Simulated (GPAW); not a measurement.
Two runs for the N K edge of atom 2 in TaN (P-6m2). Run A: GPAW, LDA, excited-electron core hole (neutral cell), 16-atom cell with 5.8 Å between holes, 6×7×7 k points, dipole transitions, Gaussian full width 0.9 eV up to 4 eV, rising linearly to 3.5 eV at 25 eV, without spin-orbit coupling. Run B differs in one choice.

Energy from the lowest empty level; intensity scaled to a mean of 1 over the first 20 eV:

```
E (eV)     A     B
  -2.0  0.00  0.00
  -1.0  0.00  0.00
   0.0  0.56  0.60
   1.0  1.91  2.06
   2.0  2.32  2.64
   3.0  2.41  2.42
   4.0  1.94  1.92
   5.0  1.56  1.33
   6.0  0.78  0.55
   7.0  0.46  0.61
   8.0  0.71  0.84
   9.0  0.75  0.65
  10.0  0.73  0.91
  11.0  0.97  0.84
  12.0  0.73  0.64
  13.0  0.66  0.74
  14.0  0.70  0.68
  15.0  0.58  0.60
  16.0  0.57  0.61
  17.0  0.60  0.55
  18.0  0.53  0.41
  19.0  0.41  0.30
  20.0  0.32  0.30
  21.0  0.34  0.37
  22.0  0.40  0.44
  23.0  0.45  0.48
  24.0  0.47  0.51
  25.0  0.49  0.56
  26.0  0.53  0.64
  27.0  0.62  0.75
  28.0  0.73  0.81
  29.0  0.80  0.79
  30.0  0.77  0.75
  31.0  0.72  0.80
  32.0  0.73  0.91
```

Q: What was changed?
a) the volume of the cell
b) the k mesh of the field
c) the k mesh of the spectrum
d) the plane-wave cutoff

(a): run B changes the volume scale from 1 to 1.06. The scaled spectrum changes by 11 % r.m.s. The highest intensity below 16 eV goes from 2.6 eV (2.52) to 2.3 eV (2.72). Other settings could leave a like mark; this is the one that was changed.

[Banner, clock and machine lines of the logs are left out without a mark of their own.]

[Logs are printed without paths, hosts, clocks, repeated set-up lines and the standing remarks that a program may print on its own settings, such as how far it seeks lower states.]

[Hosts, paths, dates, database ids (printed as entryN), source tags and the programs' standing remarks are cut or masked in the printed files.]

[Lists of maxima count a maximum above −3 eV only where it reaches 4 % of the highest in the window and stands out from its surroundings by 2 % of it (1.5 % where it reaches 55 %); shoulders and weaker maxima are passed over, and of the rest the first, up to two pre-edge ones and the few strongest are named.]
